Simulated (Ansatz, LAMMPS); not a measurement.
# Which site? C in place of Si in amorphous Si0.9Ge0.1 (94 atoms)

Aim: make C in place of Si at several sites of amorphous Si0.9Ge0.1 (94 atoms), relax each, and compare their energies.

Method: Kohn-Sham DFT, PBE, PAW (set soft_2), plane waves, in Ansatz 0.2.0.

## 1. The structure

The cell holds 94 atoms: 85 Si and 9 Ge. Cell: a = 12.402 Å, b = 12.402 Å, c = 12.402 Å, α = 90.0°, β = 90.0°, γ = 90.0°. 94 atoms (85 Si, 9 Ge) placed at random at 2.65 g/cm³, melted at 3500 K for 10 ps at fixed volume with the Tersoff potential (Tersoff, Phys. Rev. B 39, 5566 (1989)). Quenched from 3500 K to 700 K at 3 K/ps and fixed volume, held 5 ps.

Limits known from the start: The quench rate of 3 K/ps is orders of magnitude faster than experiment, which tends to freeze in extra defects. The network of bonds at the start is that of the classical potential that made the cell, and needn't be the one that DFT or experiment would give. The Brillouin zone is sampled at Γ only, in a cell whose shortest periodic width is 12 Å.

## 2. Single point at the start

A single point comes first, to see the forces before anything moves.

Contents of input.yaml:

```yaml
crystal:
  lattice:
    - [12.4022, 0.0, 0.0]
    - [0.0, 12.4022, 0.0]
    - [0.0, 0.0, 12.4022]
  atoms:
    - { symbol: Si, position: [0.89934, 0.74794, 0.29456] }
    - { symbol: Si, position: [0.56652, 0.41131, 0.17767] }
    - { symbol: Si, position: [0.90548, 0.22542, 0.34321] }
    - { symbol: Si, position: [0.2296, 0.2262, 0.48699] }
    - { symbol: Si, position: [0.14457, 0.73675, 0.88901] }
    - { symbol: Si, position: [0.90087, 0.59583, 0.42188] }
    - { symbol: Si, position: [0.33636, 0.23434, 0.32827] }
    - { symbol: Si, position: [0.6164, 0.23325, 0.42583] }
    - { symbol: Si, position: [0.32709, 0.04778, 0.35516] }
    - { symbol: Si, position: [0.7325, 0.73201, 0.21252] }
    - { symbol: Si, position: [0.94129, 0.90413, 0.70923] }
    - { symbol: Si, position: [0.13642, 0.50991, 0.99902] }
    - { symbol: Si, position: [0.39236, 0.11522, 0.87864] }
    - { symbol: Si, position: [0.21249, 0.74666, 0.07207] }
    - { symbol: Si, position: [0.64505, 0.99152, 0.02433] }
    - { symbol: Si, position: [0.79527, 0.77187, 0.68634] }
    - { symbol: Si, position: [0.94086, 0.94931, 0.29749] }
    - { symbol: Si, position: [0.37338, 0.94863, 0.19667] }
    - { symbol: Si, position: [0.19419, 0.99777, 0.68676] }
    - { symbol: Si, position: [0.0979, 0.74208, 0.53419] }
    - { symbol: Si, position: [0.60793, 0.93723, 0.43379] }
    - { symbol: Si, position: [0.12674, 0.55848, 0.81244] }
    - { symbol: Si, position: [0.59564, 0.7828, 0.34177] }
    - { symbol: Si, position: [0.93232, 0.67628, 0.60181] }
    - { symbol: Si, position: [0.08478, 0.09092, 0.8242] }
    - { symbol: Si, position: [0.93682, 0.23548, 0.58162] }
    - { symbol: Si, position: [0.07449, 0.02791, 0.15663] }
    - { symbol: Si, position: [0.73284, 0.3513, 0.66738] }
    - { symbol: Si, position: [0.61607, 0.62539, 0.47998] }
    - { symbol: Si, position: [0.8155, 0.46868, 0.789] }
    - { symbol: Si, position: [0.43753, 0.50605, 0.07051] }
    - { symbol: Si, position: [0.69717, 0.80492, 0.04632] }
    - { symbol: Si, position: [0.97518, 0.01975, 0.9834] }
    - { symbol: Si, position: [0.55219, 0.01594, 0.86641] }
    - { symbol: Si, position: [0.76276, 0.63727, 0.82324] }
    - { symbol: Si, position: [0.98969, 0.60501, 0.07876] }
    - { symbol: Si, position: [0.31827, 0.53171, 0.42481] }
    - { symbol: Si, position: [0.22136, 0.92549, 0.09362] }
    - { symbol: Si, position: [0.0576, 0.15155, 0.45493] }
    - { symbol: Si, position: [0.28049, 0.24759, 0.15777] }
    - { symbol: Si, position: [0.52764, 0.744, 0.96032] }
    - { symbol: Si, position: [0.32003, 0.13491, 0.61871] }
    - { symbol: Si, position: [0.53266, 0.0538, 0.16161] }
    - { symbol: Si, position: [0.85863, 0.38125, 0.95158] }
    - { symbol: Si, position: [0.09061, 0.71309, 0.21552] }
    - { symbol: Si, position: [0.76164, 0.19463, 0.76954] }
    - { symbol: Si, position: [0.18909, 0.42834, 0.51812] }
    - { symbol: Si, position: [0.81401, 0.0911, 0.2501] }
    - { symbol: Si, position: [0.49756, 0.34439, 0.33007] }
    - { symbol: Si, position: [0.97575, 0.52345, 0.70961] }
    - { symbol: Si, position: [0.13167, 0.27221, 0.80386] }
    - { symbol: Si, position: [0.5391, 0.35725, 0.62543] }
    - { symbol: Si, position: [0.43271, 0.77693, 0.24575] }
    - { symbol: Si, position: [0.34766, 0.71454, 0.4058] }
    - { symbol: Si, position: [0.58024, 0.61855, 0.84315] }
    - { symbol: Si, position: [0.25746, 0.44154, 0.13569] }
    - { symbol: Si, position: [0.41262, 0.80314, 0.56158] }
    - { symbol: Si, position: [0.07545, 0.92834, 0.55512] }
    - { symbol: Si, position: [0.27653, 0.84354, 0.78934] }
    - { symbol: Si, position: [0.78634, 0.31456, 0.48053] }
    - { symbol: Si, position: [0.59211, 0.72431, 0.65478] }
    - { symbol: Si, position: [0.98739, 0.36344, 0.24306] }
    - { symbol: Si, position: [0.63929, 0.07403, 0.69978] }
    - { symbol: Si, position: [0.32222, 0.25012, 0.76746] }
    - { symbol: Si, position: [0.86982, 0.46571, 0.13311] }
    - { symbol: Si, position: [0.92925, 0.10105, 0.72524] }
    - { symbol: Si, position: [0.57098, 0.30643, 0.0013] }
    - { symbol: Si, position: [0.16141, 0.80445, 0.36811] }
    - { symbol: Si, position: [0.49665, 0.4801, 0.46931] }
    - { symbol: Si, position: [0.0864, 0.22554, 0.12461] }
    - { symbol: Si, position: [0.70573, 0.52727, 0.22408] }
    - { symbol: Si, position: [0.80285, 0.09554, 0.05815] }
    - { symbol: Si, position: [0.24342, 0.99154, 0.92326] }
    - { symbol: Si, position: [0.13645, 0.99404, 0.36064] }
    - { symbol: Si, position: [0.50519, 0.16497, 0.58889] }
    - { symbol: Si, position: [0.40259, 0.68652, 0.08354] }
    - { symbol: Si, position: [0.41098, 0.41517, 0.74658] }
    - { symbol: Si, position: [0.97245, 0.84738, 0.90346] }
    [... 10 atom lines left out ...]
    - { symbol: Ge, position: [0.2636, 0.71349, 0.64648] }
    - { symbol: Ge, position: [0.73992, 0.23533, 0.95834] }
    - { symbol: Ge, position: [0.73862, 0.95799, 0.58163] }
    - { symbol: Ge, position: [0.05025, 0.33444, 0.96228] }
    - { symbol: Ge, position: [0.05824, 0.36318, 0.64974] }
    - { symbol: Ge, position: [0.0483, 0.48389, 0.38055] }
kpoints:
  mp_grid: { grid: [1, 1, 1] }
hamiltonian:
  xc: pbe
scf:
  occupations: { method: fermi_dirac, width: 0.025 }
output:
  forces: true
```

Started as:

```
$ ansatz run input.yaml --threads 4 --pin off --max-ram 8192MiB --backend cpu --events-out ev --progress --plain --runs-dir out
```

Numbers of over 12 decimals in the logs are rounded to 6 here.

The log of the run:

```text
[...]
Pseudopotentials: kind: paw
Pseudopotential: Si, paw, valence charge 4, recommended cutoff 420 eV (normal), Si.paw.azcp
Pseudopotential: Ge, paw, valence charge 14, recommended cutoff 420 eV (normal), Ge.paw.azcp
[... 5 lines on functional and potentials left out ...]
Crystal: 94 atoms, lattice volume = 1907.639 Å³
Basis set: ecut = 420 eV, 37385 PW (Γ), exchange–correlation on 180×180×180 points (8 copies of the dense FFT grid, shifted against one another)
Bands: 327, of which v1, the nominal top of the filled ones, is band 233 counted from 1 (232 counted from 0)
Symmetry: 1 space group operations
Space group: P1 (ITA 1), of the structure as read, at distance tolerance 1.2e-4 Å
k-points: 1
[... 5 lines on functional and potentials left out ...]
Initial density: superposition of atomic densities (neutral atoms: chi_scale 0, normalization atom), corrected by the library's trained network
Initial wavefunctions: pseudopotential atomic-orbital guess
[...]
SCF iter   1: F=—  HF=-92670.027113 eV  |F-HF|=—  |Δ(HF+E_count)|=         —  Δρ=3.85e-3  dr2=8.91e-1  ethr=1.77e-3  ⟨swp⟩=6.0  Hψ=1436  notcnv=0  defer=40
preconditioner: auto → Kerker (q_TF=auto, 2.157 Å⁻¹)  [metal: Δε(μ)=0.038 eV  Ē_g=7.571 eV  σ=0.025 eV  W_gap=0.36  n_scr=340 (ndim 8)  ℏωp=16.5 eV  f_vac=0.002  D(μ)=41.47/eV (n_scr^D=250)]
[...]
SCF iter  10: F=—  HF=-92669.891846 eV  |F-HF|=—  |Δ(HF+E_count)|=   1.75e-7  Δρ=2.58e-6  dr2=3.71e-7  ethr=2.95e-10  ⟨swp⟩=2.0  Hψ=485  notcnv=0  defer=76
SCF iter  11: F=-92669.891846 eV  HF=-92669.891846 eV  |F-HF|=1.57e-8  |Δ(HF+E_count)|=   1.87e-8  Δρ=9.73e-7  dr2=7.09e-8  ethr=2.15e-11  ⟨swp⟩=4.0  Hψ=913  notcnv=0
SCF 1 converged in 11 iterations: F = -92669.891846 eV  dr2 = 7.09e-8
[...]
SCF converged after 11 iterations
Free energy (F): -92669.891846 eV
Harris-Foulkes:  -92669.891846 eV  (|F-HF|=1.57e-8)
Internal energy: -92669.794270 eV  (E = F + TS)
E sigma→0 (E₀):  -92669.843058 eV
Entropy (-TS):   -0.097576 eV (-1.038 meV/atom)
Fermi energy:    6.603146 eV
--- Per-component energies (eV) ---
[...]
Σ components = -92669.891846   (vs F -92669.891846, Δ=0.00e0)
--- Forces (eV/Å), atoms counted from 1 ---
  atom   1  Si     0.96081171     0.51623127    -0.25204234
  atom   2  Si     0.04172071     0.34852516    -2.27995769
  atom   3  Si     0.86899656     0.76622344     0.37915063
  atom   4  Si    -0.24801688     1.91239982    -0.96106110
[...]
atom  94  Ge     0.64926057    -0.47804214     0.39904541
  max |Σ_I F_I| component: 5.19e-6 eV/Å
```

The job ended after 12 s (4 threads of Intel Xeon Platinum 8488C (Sapphire Rapids), shared host; peak memory 2.2 GiB; 42 s of CPU time).

In the SCF lines HF is the Harris–Foulkes energy and dr2 the Hartree energy of the density residual, in eV; the loop may stop once dr2 is under the threshold and the program's other checks hold. Hψ counts applications of the Hamiltonian.

The r.m.s. force at the start is 0.71 eV/Å.

## 3. Relaxation

With the cell held, the atoms are moved downhill towards a nearby minimum.

Contents of input.yaml:

```yaml
crystal:
  lattice:
    - [12.4022, 0.0, 0.0]
    - [0.0, 12.4022, 0.0]
    - [0.0, 0.0, 12.4022]
  atoms:
    [... the 94 atom lines of step 2 ...]
kpoints:
  mp_grid: { grid: [1, 1, 1] }
hamiltonian:
  xc: pbe
scf:
  occupations: { method: fermi_dirac, width: 0.025 }
output:
  forces: true
relax:
  f_tol: 0.05
  max_steps: 120
```

The log of the run:

```text
[...]
Crystal: 94 atoms, lattice volume = 1907.639 Å³
Basis set: ecut = 420 eV, 37385 PW (Γ), exchange–correlation on 180×180×180 points (8 copies of the dense FFT grid, shifted against one another)
Bands: 327, of which v1, the nominal top of the filled ones, is band 233 counted from 1 (232 counted from 0)
Symmetry: 1 space group operations
[...]
k-points: 1
[...]
SCF iter   1: F=—  HF=-92670.027113 eV  |F-HF|=—  |Δ(HF+E_count)|=         —  Δρ=3.85e-3  dr2=8.91e-1  ethr=1.77e-3  ⟨swp⟩=6.0  Hψ=1436  notcnv=0  defer=40
[...]
SCF iter   7: F=-92669.891816 eV  HF=-92669.891823 eV  |F-HF|=6.83e-6  |Δ(HF+E_count)|=   8.08e-5  Δρ=2.22e-5  dr2=4.87e-5  ethr=1.34e-8  ⟨swp⟩=2.0  Hψ=1014  notcnv=0
SCF 1 converged in 7 iterations: F = -92669.891816 eV  dr2 = 4.87e-5
[...]
relax step   1: F+E_penalty+E_count = -92669.89181640 eV  Δ(F+E_penalty+E_count) = +0.000e0 eV  max|allowed force component| = 2.280e0 eV/Å  Δτ_max = 0.0000 Å  (7 SCF iters, dr2 threshold 6.25e-5 eV, accepted)
[...]
relax step   2: F+E_penalty+E_count = -92675.66294001 eV  Δ(F+E_penalty+E_count) = -5.771e0 eV  max|allowed force component| = 8.272e-1 eV/Å  Δτ_max = 0.1949 Å  (7 SCF iters, dr2 threshold 1.00e-4 eV, accepted)
[...]
relax step   3: F+E_penalty+E_count = -92677.34314692 eV  Δ(F+E_penalty+E_count) = -1.680e0 eV  max|allowed force component| = 2.823e-1 eV/Å  Δτ_max = 0.1949 Å  (7 SCF iters, dr2 threshold 4.28e-5 eV, accepted)
relax step   4: F+E_penalty+E_count = -92677.56296772 eV  Δ(F+E_penalty+E_count) = -2.198e-1 eV  max|allowed force component| = 2.684e-1 eV/Å  Δτ_max = 0.1005 Å  (7 SCF iters, dr2 threshold 9.28e-6 eV, accepted)
relax step   5: F+E_penalty+E_count = -92677.65674532 eV  Δ(F+E_penalty+E_count) = -9.378e-2 eV  max|allowed force component| = 2.201e-1 eV/Å  Δτ_max = 0.2000 Å  (6 SCF iters, dr2 threshold 8.39e-6 eV, accepted)
relax step   6: F+E_penalty+E_count = -92677.71076503 eV  Δ(F+E_penalty+E_count) = -5.402e-2 eV  max|allowed force component| = 1.773e-1 eV/Å  Δτ_max = 0.0623 Å  (6 SCF iters, dr2 threshold 3.26e-5 eV, accepted)
relax step   7: F+E_penalty+E_count = -92677.75360023 eV  Δ(F+E_penalty+E_count) = -4.284e-2 eV  max|allowed force component| = 9.680e-2 eV/Å  Δτ_max = 0.1007 Å  (6 SCF iters, dr2 threshold 2.04e-5 eV, accepted)
relax step   8: F+E_penalty+E_count = -92677.61174811 eV  Δ(F+E_penalty+E_count) = +1.419e-1 eV  max|allowed force component| = 4.407e-1 eV/Å  Δτ_max = 0.2000 Å  (8 SCF iters, dr2 threshold 2.79e-6 eV, rejected (line search))
relax step   9: F+E_penalty+E_count = -92677.78342014 eV  Δ(F+E_penalty+E_count) = -2.982e-2 eV  max|allowed force component| = 5.431e-2 eV/Å  Δτ_max = 0.0790 Å  (8 SCF iters, accepted)
relax step  10: F+E_penalty+E_count = -92677.78489539 eV  Δ(F+E_penalty+E_count) = -1.475e-3 eV  max|allowed force component| = 7.261e-2 eV/Å  Δτ_max = 0.0269 Å  (8 SCF iters, accepted)
[...]
relax step  11: F+E_penalty+E_count = -92677.78760203 eV  Δ(F+E_penalty+E_count) = -2.707e-3 eV  max|allowed force component| = 1.878e-2 eV/Å  Δτ_max = 0.0229 Å  (7 SCF iters, accepted)
SCF converged after 7 iterations
Free energy (F): -92677.787602 eV
[...]
Internal energy: -92677.772378 eV  (E = F + TS)
E sigma→0 (E₀):  -92677.779990 eV
Entropy (-TS):   -0.015224 eV (-0.162 meV/atom)
Fermi energy:    6.611464 eV
[...]
--- Forces (eV/Å), atoms counted from 1 ---
  atom   1  Si     0.01505442    -0.00203981    -0.00564585
  atom   2  Si     0.00141462     0.00198039     0.00066039
  atom   3  Si     0.00459025    -0.00567561    -0.01218493
  atom   4  Si     0.00681136    -0.00023576     0.00205048
  atom   5  Si     0.00094173    -0.00017030     0.00025312
  atom   6  Si     0.00602501     0.00410478     0.00100257
  atom   7  Si    -0.00359202     0.00035612    -0.00287401
  atom   8  Si    -0.00181187    -0.00108335    -0.00220873
  atom   9  Si    -0.00084616     0.00188620     0.00360054
  atom  10  Si     0.00184527     0.00088029    -0.00229015
  atom  11  Si     0.00520026     0.00350193     0.00056001
  atom  12  Si    -0.00424482     0.00103557    -0.00178166
  atom  13  Si    -0.00081508    -0.00164532     0.00009196
  atom  14  Si    -0.00103627     0.00306628     0.00426399
[...]
atom  93  Ge     0.00337753     0.00166018    -0.00353878
  atom  94  Ge     0.00135104    -0.00188220     0.00339389
  max |Σ_I F_I| component: 5.12e-5 eV/Å
--- Relaxed structure (11 steps of the walk, 10 accepted, 0 SCFs on fresh bases) ---
  F+E_penalty+E_count = -92677.78760203 eV   max|allowed force component| = 1.878e-2 eV/Å
  atoms:
    - { symbol: Si, position: [0.913682, 0.755962, 0.281154] }
    - { symbol: Si, position: [0.562220, 0.430024, 0.174644] }
    - { symbol: Si, position: [0.910641, 0.225935, 0.342329] }
    - { symbol: Si, position: [0.237704, 0.265445, 0.479845] }
[...]
- { symbol: Ge, position: [0.051140, 0.470294, 0.378738] }
```

Run time: 1.7 min. Hardware: 4 threads; peak memory 2.2 GiB; 6.2 min of CPU time.

The relaxation converged after 11 steps, 7.90 eV below its start, with a largest force component of 0.019 eV/Å.

(Part 1 of 3 ends here.)

[Logs are printed without paths, hosts, clocks, repeated set-up lines and the standing remarks that a program may print on its own settings, such as how far it seeks lower states.]

[Hosts, paths, dates, database ids (printed as entryN), source tags and the programs' standing remarks are cut or masked in the printed files.]
